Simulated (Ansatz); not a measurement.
# SnWO4 (Pnna): the dielectric response by several routes

Wanted: ε∞ of SnWO4 (Pnna) from perturbation theory, a sum over states and the RPA step of G0W0, with cost.

Method: linear response on r2SCAN, plane waves, PAW, in Ansatz 0.2.0.

## 1. Set-up

The structure is orthorhombic, space group Pnna (No. 52). The conventional cell has a = 5.627 Å, b = 11.649 Å, c = 4.997 Å, α = 90.00°, β = 90.00°, γ = 90.00°. Nearest to Sn lie 4 O at 2.18 to 2.39 Å. Nearest to W lie 6 O at 1.80 to 2.14 Å. Nearest to O lie 2 W at 1.80 to 2.14 Å. Nearest to O lie 1 W at 1.89 Å and 2 Sn at 2.18 to 2.39 Å. Farther neighbours and most contacts between anions are not listed.

The cell and positions come from the Crystallography Open Database and are kept as given unless a step says otherwise. Spin-orbit coupling is left out unless a step names it. The default PAW set here is soft_2. Its files were made with PBE.

## 2. Response to a homogeneous field

ε∞ sets how strongly the crystal screens. Perturbation theory gives it with local fields and without a sum over empty bands.

This step: dielectric response by perturbation theory, r2SCAN, plane waves, PAW.

input.yaml reads:

```yaml
crystal:
  lattice:
    - [5.627, 0.0, 0.0]
    - [0.0, 11.6486, 0.0]
    - [0.0, 0.0, 4.9973]
  atoms:
    - { symbol: Sn, position: [0.25, 0.0, 0.2196] }
    - { symbol: Sn, position: [0.25, 0.5, 0.2804] }
    - { symbol: Sn, position: [0.75, 0.0, 0.7804] }
    - { symbol: Sn, position: [0.75, 0.5, 0.7196] }
    - { symbol: W, position: [0.6677, 0.25, 0.25] }
    - { symbol: W, position: [0.8323, 0.75, 0.25] }
    - { symbol: W, position: [0.3323, 0.75, 0.75] }
    - { symbol: W, position: [0.1677, 0.25, 0.75] }
    - { symbol: O, position: [0.3765, 0.2987, 0.9988] }
    - { symbol: O, position: [0.1235, 0.7013, 0.9988] }
    - { symbol: O, position: [0.3765, 0.2013, 0.5012] }
    - { symbol: O, position: [0.1235, 0.7987, 0.5012] }
    - { symbol: O, position: [0.6235, 0.7013, 0.0012] }
    - { symbol: O, position: [0.8765, 0.2987, 0.0012] }
    - { symbol: O, position: [0.6235, 0.7987, 0.4988] }
    - { symbol: O, position: [0.8765, 0.2013, 0.4988] }
    - { symbol: O, position: [0.1019, 0.3961, 0.6037] }
    - { symbol: O, position: [0.3981, 0.6039, 0.6037] }
    - { symbol: O, position: [0.1019, 0.1039, 0.8963] }
    - { symbol: O, position: [0.3981, 0.8961, 0.8963] }
    - { symbol: O, position: [0.8981, 0.6039, 0.3963] }
    - { symbol: O, position: [0.6019, 0.3961, 0.3963] }
    - { symbol: O, position: [0.8981, 0.8961, 0.1037] }
    - { symbol: O, position: [0.6019, 0.1039, 0.1037] }
kpoints:
  mp_grid: { grid: [4, 2, 4] }
hamiltonian:
  xc: r2scan
scf:
  occupations: { method: fixed }
dielectric: {}
```

Command:

```sh
ansatz run input.yaml --threads 24 --pin off --max-ram 82944MiB --backend cuda --events-out ev --progress --plain --runs-dir out --devices 1 --max-vram 78GiB
```

Numbers of over 12 decimals in the logs are rounded to 6 here.

Log:

```text
GPUs: using 1 of 1 available (devices: 1).
Engine: ansatz 0.2.0, aarch64-unknown-linux-gnu
Pseudopotentials: kind: paw
Pseudopotential: Sn, paw, valence charge 14, recommended cutoff 500 eV (meta_gga), Sn.paw.azcp
Pseudopotential: W, paw, valence charge 14, recommended cutoff 500 eV (meta_gga), W.paw.azcp
Pseudopotential: O, paw, valence charge 6, recommended cutoff 500 eV (meta_gga), O.paw.azcp
Functional definition: r2SCAN
  parameter k0 = 0.174
  parameter k1 = 0.065
  parameter a1 = 4.9479
  exchange = r2scan_x(k0 = k0, k1 = k1, a1 = a1)
  correlation = r2scan_c
[...]
Crystal: 24 atoms, lattice volume = 327.556 Å³
Basis set: ecut = 500 eV, 8317 PW (Γ), exchange–correlation on 192×360×160 points (64 copies of the dense FFT grid, shifted against one another)
Bands: 128, of which v1, the nominal top of the filled ones, is band 104 counted from 1 (103 counted from 0)
Symmetry: 8 space group operations
k-points: 20 of 32 (irreducible under 1 space group operation, time reversal used)
Non-local potential: Sn, projectors of the file, l = 0: 2, l = 1: 2, l = 2: 2, l = 3: 2
Non-local potential: W, projectors of the file, l = 0: 3, l = 1: 2, l = 2: 2, l = 3: 1
Non-local potential: O, projectors of the file, l = 0: 2, l = 1: 2, l = 2: 1
PAW form: soft (Blöchl's): semilocal exchange-correlation on the pseudo side does not see the compensation charge
PAW frozen core: Sn, regenerated for the run's functional (the file was generated under x = pbe(κ = 0.804, μ = 0.219515), c = pbe(β = 0.066725))
PAW frozen core: W, regenerated for the run's functional (the file was generated under x = pbe(κ = 0.804, μ = 0.219515), c = pbe(β = 0.066725))
PAW frozen core: O, regenerated for the run's functional (the file was generated under x = pbe(κ = 0.804, μ = 0.219515), c = pbe(β = 0.066725))
PAW one-centre angular grid: Sn, 590 points (default); XC on 249 of its mesh's 2787 points in the sphere
PAW one-centre angular grid: W, 590 points (default); XC on 160 Gauss nodes
PAW one-centre angular grid: O, 302 points (default); XC on 160 Gauss nodes
Initial density: superposition of atomic densities (neutral atoms: chi_scale 0, normalization atom), corrected by the library's trained network
Initial wavefunctions: pseudopotential atomic-orbital guess
[...]
Functional: x = r2scan, c = r2scan; τ floored in thin density (d = 2e-4 eV/Å³)
SCF iter   1: F=—  HF=-74847.701037 eV  |F-HF|=—  |Δ(HF+E_count)|=         —  Δρ=1.14e-2  dr2=5.25e-1  dr2_τ=1.43e0  ethr=1.77e-3  ⟨swp⟩=5.0  Hψ=8325  notcnv=0  defer=433
preconditioner: auto → Resta (q_TF=auto, 2.529 Å⁻¹)  ε∞=4.2  [insulator: Δε(μ)=1.642 eV  Ē_g=15.254 eV  n_scr=84 (ndim 8)  ℏωp=27.2 eV  f_vac=0.037  ε∞_Penn≈4.2]
SCF iter   2: F=—  HF=-74847.978145 eV  |F-HF|=—  |Δ(HF+E_count)|=   2.77e-1  Δρ=6.14e-3  dr2=4.95e-2  dr2_τ=3.80e-2  ethr=2.53e-4  ⟨swp⟩=2.0  Hψ=4366  notcnv=0  defer=432
[...]
SCF iter  11: F=-74847.982753 eV  HF=-74847.982753 eV  |F-HF|=2.91e-11  |Δ(HF+E_count)|=  1.75e-10  Δρ=1.34e-7  dr2=6.84e-11  dr2_τ=9.73e-12  ethr=1.00e-12  ⟨swp⟩=10.7  Hψ=10601  notcnv=0
SCF 1 converged in 11 iterations: F = -74847.982753 eV  dr2 = 6.84e-11
  greatest PAW one-centre occupation: 0.999 electrons in one spin orbital (limit 2), on the W atom at site 6 (counted from 0), in its partial waves of l = 0
the response reads at least the filled bands of the reference SCF and the lowest empty band at each k-point, and that SCF's band table does not vouch for those bands. The notice of the band table in this run's record says why
[...]
DFPT response loops at Γ: preconditioner auto → Resta (q_TF=auto, 2.529 Å⁻¹)  ε∞=6.3 (no band partly filled); β = 1.00, the filter's whole step (`scf.mixing.beta` (0.50) is not read by the response loops at its default; to damp them type it under 1.00, their step now; it binds the ground state too); Broyden in place of MSR1
── the response to a field inside a basis, on 8×4×8 k-points: an SCF that follows is theirs, and a resumed run solves both again ──
[...]
Bands: 105, of which v1, the nominal top of the filled ones, is band 104 counted from 1 (103 counted from 0)
k-points: 32 of 256
[...]
Eigensolver: Dense (32 Hₖ)
[...]
SCF 1 converged in 5 iterations: F = -74847.497390 eV  dr2 = 7.13e-8
[...]
SCF converged after 11 iterations
[...]
k-point 19: bands = ["-68.5530", "-68.5530", "-68.5530", "-68.5530", "-32.2619", "-32.2619", "-32.2619", "-32.2619", "-32.1694", "-32.1694", "-32.1694", "-32.1694", "-32.0768", "-32.0768", "-32.0768", "-32.0768", "-12.2975", "-12.2975", "-12.2648", "-12.2648", "-12.0371", "-12.0371", "-12.0282", "-12.0282", "-11.9771", "-11.9771", "-11.9746", "-11.9746", "-11.9118", "-11.9118", "-11.9116", "-11.9116", "-11.8832", " [...]
--- Dielectric response (ions clamped): 3 representative field directions + reference, inside a basis on a mesh of 256 k-points (Σ response iterations 21) ---
  ε∞ (high-frequency dielectric tensor):
        6.015806     0.000000     0.000000
        0.000000     7.318088     0.000000
        0.000000     0.000000     6.184721
  Born effective charges Z* (e; rows j = field, columns β = displacement):
    site 0:
         3.25946    0.11420    0.00000
         0.82940    4.49296    0.00000
         0.00000    0.00000    3.43030
    site 1:
         3.25946   -0.11420    0.00000
        -0.82940    4.49296    0.00000
         0.00000    0.00000    3.43030
    site 2:
         3.25946    0.11420    0.00000
         0.82940    4.49296    0.00000
         0.00000    0.00000    3.43030
    site 3:
         3.25946   -0.11420    0.00000
        -0.82940    4.49296    0.00000
         0.00000    0.00000    3.43030
    site 4:
         7.72263   -0.00000    0.00000
        -0.00000    8.23346    0.63375
         0.00000   -0.21470    8.38295
    site 5:
         7.72263   -0.00000    0.00000
        -0.00000    8.23346   -0.63375
         0.00000    0.21470    8.38295
    site 6:
         7.72263   -0.00000    0.00000
        -0.00000    8.23346    0.63375
         0.00000   -0.21470    8.38295
    site 7:
         7.72263   -0.00000    0.00000
        -0.00000    8.23346   -0.63375
         0.00000    0.21470    8.38295
    site 8:
        -3.31287   -0.46640   -2.10415
        -0.43291   -1.70737   -0.79848
        -2.25901   -0.60061   -3.52777
    site 9:
        -3.31287   -0.46640    2.10415
        -0.43291   -1.70737    0.79848
         2.25901    0.60061   -3.52777
    site 10:
        -3.31287    0.46640    2.10415
         0.43291   -1.70737   -0.79848
         2.25901   -0.60061   -3.52777
    site 11:
        -3.31287    0.46640   -2.10415
         0.43291   -1.70737    0.79848
        -2.25901    0.60061   -3.52777
    site 12:
        -3.31287   -0.46640   -2.10415
[...]
site 13:
[...]
site 14:
[...]
site 15:
[...]
site 16:
[...]
site 17:
[...]
site 18:
[...]
site 19:
[...]
site 20:
        -2.17817    0.35284    0.70418
         0.92325   -4.65584    1.79628
         0.25964    1.46207   -2.37886
    site 21:
        -2.17817    0.35284   -0.70418
         0.92325   -4.65584   -1.79628
        -0.25964   -1.46207   -2.37886
    site 22:
        -2.17817   -0.35284   -0.70418
        -0.92325   -4.65584    1.79628
        -0.25964    1.46207   -2.37886
    site 23:
        -2.17817   -0.35284    0.70418
        -0.92325   -4.65584   -1.79628
         0.25964   -1.46207   -2.37886
  Z* charge neutrality: 2.086e-2 e pre-enforcement
  solved inside a basis spanned on kpoints, on 8×4×8 k-points, taken by the longest dipole's decay: ε∞ is read to err by 3.4e-2, Z* by 8.7e-2 e (field_mesh: kpoints solves on kpoints); Z* is corrected for what the basis lacks
```

Wall time 33 s (1 × NVIDIA GB200 (shared by 2 runs) with 24 threads of Arm Neoverse V2, shared host); peak memory 8.2 GiB.

This step gave:

```yaml
stated_error_of_eps_infinity: 0.034
```

One over ε∞ averages 0.15, under the quarter of exact exchange in PBE0, which by this rule of thumb may open the gap too far.

High-frequency dielectric tensor:

```
6.02 0.00 0.00
0.00 7.32 0.00
0.00 0.00 6.18
```

Born effective charge (e), principal values of the symmetric part by kind of site:

```tsv
atom	atoms with these values	low	middle	high	mean
Sn1	4	3.10	3.43	4.65	3.73
W5	4	7.72	8.09	8.53	8.11
O9	8	-5.77	-1.61	-1.17	-2.85
O17	8	-5.54	-2.62	-1.05	-3.07
```

In full for Sn1:

```
3.26 0.11 0.00
0.83 4.49 0.00
0.00 0.00 3.43
```

## 3. Independent-particle spectrum

The independent-particle spectrum shows where the oscillator strength lies, before excitons and local fields.

This step: independent-particle optics on r2SCAN, plane waves, PAW.

Changes to input.yaml since step 2:

```diff
@@ -31,3 +31,3 @@
 kpoints:
-  mp_grid: { grid: [4, 2, 4] }
+  mp_grid: { grid: [4, 2, 6] }
 hamiltonian:
@@ -36,2 +36,4 @@
   occupations: { method: fixed }
-dielectric: {}
+  n_extra_bands: 224
+output:
+  optics: { e_range: [0, 25], de: 0.1, sigma: 0.2 }
```

Log:

```text
[...]
GPUs: using 1 of 1 available (devices: 1).
[...]
Crystal: 24 atoms, lattice volume = 327.556 Å³
Basis set: ecut = 500 eV, 8317 PW (Γ), exchange–correlation on 180×360×160 points (64 copies of the dense FFT grid, shifted against one another)
Bands: 328, of which v1, the nominal top of the filled ones, is band 104 counted from 1 (103 counted from 0)
[... 1 set-up line as in the run before ...]
[...]
k-points: 24 of 48
[...]
SCF iter   1: F=—  HF=-74847.704843 eV  |F-HF|=—  |Δ(HF+E_count)|=         —  Δρ=1.14e-2  dr2=5.21e-1  dr2_τ=1.43e0  ethr=1.77e-3  ⟨swp⟩=4.0  Hψ=27717  notcnv=0  defer=5275
[...]
SCF iter   6: F=—  HF=-74847.982243 eV  |F-HF|=—  |Δ(HF+E_count)|=   2.48e-3  Δρ=1.22e-4  dr2=4.18e-5  dr2_τ=5.22e-6  ethr=2.23e-7  ⟨swp⟩=2.0  Hψ=4231  notcnv=0  defer=5273
[...]
SCF iter  10: F=—  HF=-74847.983086 eV  |F-HF|=—  |Δ(HF+E_count)|=   4.86e-9  Δρ=3.39e-7  dr2=3.04e-10  dr2_τ=3.50e-11  ethr=1.90e-12  ⟨swp⟩=2.0  Hψ=4711  notcnv=0  defer=5273
SCF iter  11: F=—  HF=-74847.983086 eV  |F-HF|=—  |Δ(HF+E_count)|=  1.46e-10  Δρ=1.03e-7  dr2=2.54e-11  dr2_τ=3.10e-12  ethr=1.00e-12  ⟨swp⟩=3.0  Hψ=4426  notcnv=0  defer=5273
[...]
SCF 1 converged in 12 iterations: F = -74847.983086 eV  dr2 = 1.02e-12
[...]
SCF converged after 12 iterations
[...]
```

It took 20 s on 1 × NVIDIA GB200 (shared by 2 runs) with 24 threads; peak memory 9.1 GiB; 2.6 min of CPU time.

This step gave:

- ε∞ without local fields (xx, yy, zz): 6.408, 7.821, 6.586
- electrons in the f-sum (xx, yy, zz): 165.3, 165.3, 165.0
- bands in the explicit sum (the static value is completed to all bands): 328

The sum gives ε∞ = 6.41, 7.82 and 6.59 without local fields.

The ε₂ has structure finer than the step of the table below, so its rows give means over 1 eV, whole bins alone (the curve runs from 0 to 25 eV). Peaks (eV: height): xx 2.5: 3.91, 4.9: 10.3; yy 3.3: 14.0, 6.1: 7.25; zz 3.2: 5.68, 4.9: 11.0.

Independent particles, no local fields, Gaussian width 0.2 eV. The ε₂ by photon energy; means over each step:

```tsv
photon energy (eV)	xx	yy	zz
1	0.00292	0.0105	0.00702
2	1.24	1.72	0.716
3	2.96	8.40	3.95
4	3.14	6.07	3.19
5	9.20	5.19	9.12
6	5.04	6.86	5.88
7	3.52	5.31	4.21
8	3.95	3.75	3.91
9	3.77	2.98	4.18
10	3.32	2.38	3.41
11	2.78	2.20	2.37
12	1.99	2.06	1.86
13	1.69	1.92	1.77
14	1.65	1.70	1.60
15	1.56	1.42	1.41
16	1.46	1.34	1.42
17	1.37	1.31	1.20
18	1.16	1.18	0.923
19	1.03	1.10	0.923
20	0.968	0.937	0.909
21	1.03	0.846	1.01
22	0.891	1.06	1.02
23	0.736	0.789	0.844
24	0.705	0.743	0.751
```

The loss function has structure finer than the step of the table below, so its rows give means over 0.5 eV, whole bins alone (the curve runs from 0 to 25 eV). Peaks (eV: height): xx 22.70: 0.982; yy 4.20: 0.255, 19.30: 0.892, 22.80: 1.04; zz 17.70: 0.954, 23.00: 0.954.

Independent particles, no local fields, Gaussian width 0.2 eV. Table of loss function by photon energy; means over each step:

```tsv
photon energy (eV)	xx	yy	zz
1.0	3.5e-6	1.0e-5	1.1e-5
1.5	8.8e-4	0.00148	0.00124
2.0	0.00830	0.00738	0.00453
2.5	0.0493	0.0323	0.0265
3.0	0.0526	0.0340	0.0427
3.5	0.0531	0.0796	0.0815
4.0	0.0449	0.182	0.0496
4.5	0.0426	0.126	0.0396
5.0	0.0796	0.0940	0.0766
5.5	0.122	0.111	0.129
6.0	0.215	0.124	0.165
6.5	0.253	0.157	0.211
7.0	0.220	0.185	0.210
7.5	0.204	0.223	0.233
8.0	0.213	0.275	0.218
8.5	0.231	0.310	0.214
9.0	0.245	0.343	0.230
9.5	0.287	0.349	0.255
10.0	0.285	0.431	0.300
10.5	0.299	0.418	0.331
11.0	0.360	0.440	0.428
11.5	0.452	0.477	0.497
12.0	0.503	0.447	0.529
12.5	0.541	0.446	0.571
13.0	0.566	0.512	0.522
13.5	0.550	0.553	0.558
14.0	0.549	0.552	0.597
14.5	0.549	0.585	0.679
15.0	0.597	0.696	0.637
15.5	0.625	0.672	0.615
16.0	0.598	0.643	0.658
16.5	0.620	0.645	0.700
17.0	0.680	0.685	0.790
17.5	0.711	0.727	0.897
18.0	0.799	0.727	0.887
18.5	0.802	0.708	0.807
19.0	0.809	0.824	0.752
19.5	0.819	0.863	0.746
20.0	0.773	0.846	0.723
20.5	0.748	0.846	0.670
21.0	0.746	0.815	0.663
21.5	0.834	0.686	0.705
22.0	0.917	0.671	0.735
22.5	0.969	0.900	0.823
23.0	0.932	1.02	0.943
23.5	0.874	0.919	0.892
24.0	0.883	0.862	0.875
24.5	0.858	0.910	0.900
```

Independent particles, no local fields, Gaussian width 0.2 eV. Table of ε₁ by photon energy:

```tsv
photon energy (eV)	xx	yy	zz
0.0	6.36	7.77	6.53
0.5	6.42	7.88	6.60
1.0	6.65	8.25	6.81
1.5	7.18	9.16	7.30
2.0	8.53	11.1	8.30
2.5	7.24	10.4	8.48
3.0	7.17	13.6	9.48
3.5	6.87	2.93	5.66
4.0	6.84	0.143	6.77
4.5	10.3	4.37	10.5
5.0	4.68	5.34	4.95
5.5	0.286	3.98	1.35
6.0	0.0312	2.72	0.965
6.5	1.35	0.788	0.929
7.0	1.85	0.0684	1.60
7.5	2.17	0.158	1.11
8.0	1.56	-0.285	1.80
8.5	1.43	0.149	1.31
9.0	0.906	0.291	0.746
9.5	0.573	0.112	0.200
10.0	0.925	0.177	-0.0631
10.5	0.225	0.612	-0.337
11.0	-0.157	0.207	-0.358
11.5	-0.0554	0.511	0.0176
12.0	0.157	0.657	0.135
12.5	0.171	0.442	0.304
13.0	0.523	0.412	0.434
13.5	0.439	0.307	0.309
14.0	0.568	0.461	0.229
14.5	0.480	0.277	0.337
15.0	0.423	0.294	0.490
15.5	0.457	0.448	0.458
16.0	0.573	0.523	0.396
16.5	0.423	0.508	0.307
17.0	0.351	0.458	0.299
17.5	0.406	0.417	0.262
18.0	0.328	0.513	0.461
18.5	0.443	0.494	0.537
19.0	0.440	0.337	0.621
19.5	0.505	0.447	0.609
20.0	0.574	0.471	0.656
20.5	0.574	0.507	0.738
21.0	0.588	0.573	0.723
21.5	0.409	0.716	0.605
22.0	0.439	0.669	0.608
22.5	0.427	0.320	0.462
23.0	0.508	0.406	0.434
23.5	0.558	0.524	0.533
24.0	0.541	0.549	0.541
24.5	0.578	0.517	0.531
25.0	0.660	0.575	0.620
```

## 4. RPA screening from the G0W0 run

Now the one-shot GW correction: screening in the RPA, then the self-energy of the levels asked for.

This step: G0W0 on r2SCAN, plane waves, PAW.

Changes to input.yaml since step 3:

```diff
@@ -31,3 +31,3 @@
 kpoints:
-  mp_grid: { grid: [4, 2, 6] }
+  mp_grid: { grid: [2, 2, 4] }
 hamiltonian:
@@ -36,4 +36,7 @@
   occupations: { method: fixed }
-  n_extra_bands: 224
-output:
-  optics: { e_range: [0, 25], de: 0.1, sigma: 0.2 }
+gw:
+  n_empty_bands: 977
+  ecut_chi: 120.0
+  qp_bands: [v4, c4]
+  qp_kpoints: band_edges
+  screening: { model: contour_deformation }
```

Log:

```text
GPUs: using 1 of 1 available (devices: 1).
[...]
Crystal: 24 atoms, lattice volume = 327.556 Å³
Basis set: ecut = 500 eV, 8317 PW (Γ), exchange–correlation on 180×360×160 points (64 copies of the dense FFT grid, shifted against one another)
Bands: 128, of which v1, the nominal top of the filled ones, is band 104 counted from 1 (103 counted from 0)
[... 1 set-up line as in the run before ...]
[...]
k-points: 12 of 16
[...]
4   106     10.6153   -15.6681    -4.3067   -20.7739  0.7651    11.4276    11.4143  root
     4   107     11.3047   -15.8024    -4.1792   -20.7617  0.7586    12.0987    12.0848  root
[...]
11   105     10.9976   -15.8297    -4.1817   -20.7897  0.7642    11.7882    11.7759  root
    11   106     10.9976   -15.8297    -4.1817   -20.7897  0.7642    11.7882    11.7759  root
    11   107     11.2893   -16.3215    -4.1197   -21.2782  0.7548    12.1431    12.1263  root
    11   108     11.2893   -16.3215    -4.1197   -21.2782  0.7548    12.1431    12.1263  root
[key lines of the parts left out:]
SCF converged after 9 iterations
```

Elapsed: 62 s, on 1 × NVIDIA GB200 (shared by 2 runs) with 24 threads; peak memory 6.8 GiB.

This step gave:

- bands summed: 1081
- RPA ε∞ on this mesh (eigenvalues): 5.571, 5.779, 6.803
- plane waves in the screening matrix: 995
- G0W0 gap on the mesh: 2.586 eV
- k of the valence top: 0, 0, 0.25
- k of the conduction bottom: 0, 0, 0
- starting gap on the mesh: 1.507 eV
- least direct G0W0 gap on the computed points: 2.645 eV

The gap on the mesh goes from 1.51 eV to 2.59 eV, a correction of +1.08 eV. Between the two edge states, bare exchange in place of the xc potential would open the gap by 7.05 eV, and correlation takes back 5.97 eV.

Mean over the mesh in bins of 0.25 1/Å. The static inverse dielectric function, diagonal by length of q+G:

```tsv
length of q+G (Å⁻¹)	static inverse dielectric function, diagonal
0.29	0.181
0.55	0.235
0.77	0.293
1.01	0.361
1.25	0.430
1.49	0.496
1.76	0.565
2.00	0.622
2.26	0.677
2.51	0.723
2.76	0.764
3.00	0.797
3.26	0.826
3.50	0.849
3.75	0.870
4.00	0.887
4.24	0.902
4.50	0.917
4.75	0.929
5.00	0.940
5.25	0.949
5.49	0.957
```

## 5. The values together

Times are wall times on 1 × NVIDIA GB200 (shared by 2 runs) with 24 threads of Arm Neoverse V2, shared host, good to a factor of about two.

```tsv
method	mesh	ε∞, low	middle	high	mean	time
perturbation theory (local fields and xc kernel)	4×2×4 (response on 256 points)	6.02	6.18	7.32	6.51	33 s
sum over states (no local fields)	4×2×6	6.41	6.59	7.82	6.94	20 s
RPA with local fields, on the GW mesh	2×2×4	5.57	5.78	6.80	6.05	62 s
```

## 6. Results

```yaml
perturbation_theory_local_fields_and_xc_kernel: 6.02, 6.18, 7.32
sum_over_states_no_local_fields: 6.41, 6.59, 7.82
rpa_with_local_fields_on_the_gw_mesh: 5.57, 5.78, 6.80
```

Mean Born effective charge: Sn1 3.73, W5 8.11, O9 -2.85, O17 -3.07 e. The most distinct maxima of the ε₂ (xx) lie at 2.5 and 4.9 eV, the highest at 4.9 eV. The loss function (xx) has its highest peak at 22.7 eV. The sum without local fields gives 6.94 in the mean against 6.51 by perturbation theory; local fields lower ε∞ and the xc kernel gives part of it back, though the sum also carries the error of its own mesh. The RPA values on the 2×2×4 mesh average 0.93 times those of perturbation theory (means 6.05 and 6.51, which can hide unlike anisotropies). Without the xc kernel RPA should lie a little lower, as the mean does. r2SCAN usually puts the gap too low, which tends to raise ε∞. Ions are clamped, so the lattice part of the static constant is not in these numbers.

[Paths, hosts, dates, memory and timing lines, banners, echoed tables and standing remarks are left out of the program output.]

[Logs are printed without paths, hosts, clocks, repeated set-up lines and the standing remarks that a program may print on its own settings, such as how far it seeks lower states.]

[Runs of the session that timed out or met a known fault of the program may be left out.]

[Cells called generated may have been cut or substituted from an entry of the Crystallography Open Database or the Materials Project.]

[Hosts, paths, dates, database ids (printed as entryN), source tags and the programs' standing remarks are cut or masked in the printed files.]
